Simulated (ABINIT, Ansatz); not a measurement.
Entries from a set of simulations; values are calculated unless marked as measured.

### How the form of the self-energy moves the gap of Sr3SbN (Pm-3m)

The structure is cubic, space group Pm-3m (No. 221). Conventional cell: a = 5.195 Å, b = 5.195 Å, c = 5.195 Å, α = 90.00°, β = 90.00°, γ = 90.00°. Sr has 2 N at 2.60 Å nearest. Nearest to Sb lie 12 Sr at 3.67 Å. N has 6 Sr at 2.60 Å nearest. Farther neighbours, and contacts between anions beyond the nearest, are not listed.

```
Sr Sb N
1.0
     5.19497    0.00000    0.00000
     0.00000    5.19497    0.00000
     0.00000    0.00000    5.19497
Sr Sb N
3 1 1
Direct
  0.00000 0.50000 0.50000
  0.50000 0.50000 0.00000
  0.50000 0.00000 0.50000
  0.00000 0.00000 0.00000
  0.50000 0.50000 0.50000
```

* method: RPA screening on LDA, plane waves, norm-conserving pseudopotentials (and 3 further levels or steps)
* program: ABINIT 10.8.3
* settings: cutoff 40 Ha, PseudoDojo scalar-relativistic 0.4.1 stringent, norm-conserving, ngkpt (2, 2, 2), nband 199, ecuteps 5.2 Ha, inclvkb 2, shiftk (0, 0, 0), symchi 1, awtr 1, frequency ppm, 2×2×2 k-mesh
* cost: 6 runs, 11 min in all on 4 MPI ranks of Arm Neoverse V1, shared host
* notes: The cell and positions are those that the Materials Project relaxed with its own functionals (PBE, PBE+U or r2SCAN), kept fixed. Limits: screening runs away on this mesh; no spin-orbit coupling. The 2×2×2 mesh is coarse for this cell, which bears on the long-range parts of exchange and screening. For the LDA start: On this mesh the RPA ε∞ passes 90, more than nearly any semiconductor shows; a coarse mesh does this where one point with a narrow direct gap carries much weight. The screening is then too strong, and the G0W0 gap should not be taken as the material’s.
* G0W0, Godby-Needs plasmon pole: 0.454 eV
* G0W0, von der Linden-Horsch plasmon pole: 0.359 eV
* G0W0, Engel-Farid plasmon pole: 0.512 eV
* one-shot Hartree-Fock: 7.401 eV

G0W0, von der Linden-Horsch plasmon pole: −0.095 eV against G0W0, Godby-Needs plasmon pole. G0W0, Engel-Farid plasmon pole: +0.058 eV against G0W0, Godby-Needs plasmon pole.

[Long decimals in the printed logs are rounded to 6 places.]

[Logs are printed without paths, hosts, clocks, repeated set-up lines and the standing remarks that a program may print on its own settings, such as how far it seeks lower states.]

[Paths, hosts, dates, memory and timing lines, banners, echoed tables and standing remarks are left out of the program output; an Ansatz launch command may be rebuilt from the run's recorded settings. Measured values are a selection of at most five: reports struck by readers or far from the other reports are left out. None is set beside runs whose start may be inverted or whose files or cutoffs have a known fault.]

[Runs of the session that timed out or met a known fault of the program may be left out.]

[Hosts, paths, dates, database ids (printed as entryN), source tags and the programs' standing remarks are cut or masked in the printed files.]

[G0W0 gaps are taken among the corrected bands and points alone; a level outside them can change the order at an edge.]

[Where Ansatz stands beside ABINIT at settings called matched, ABINIT's density can come from a denser mesh and the files from another edition; pairs whose starting gaps differed by over 0.03 eV were left out, so agreement reads better than it is.]
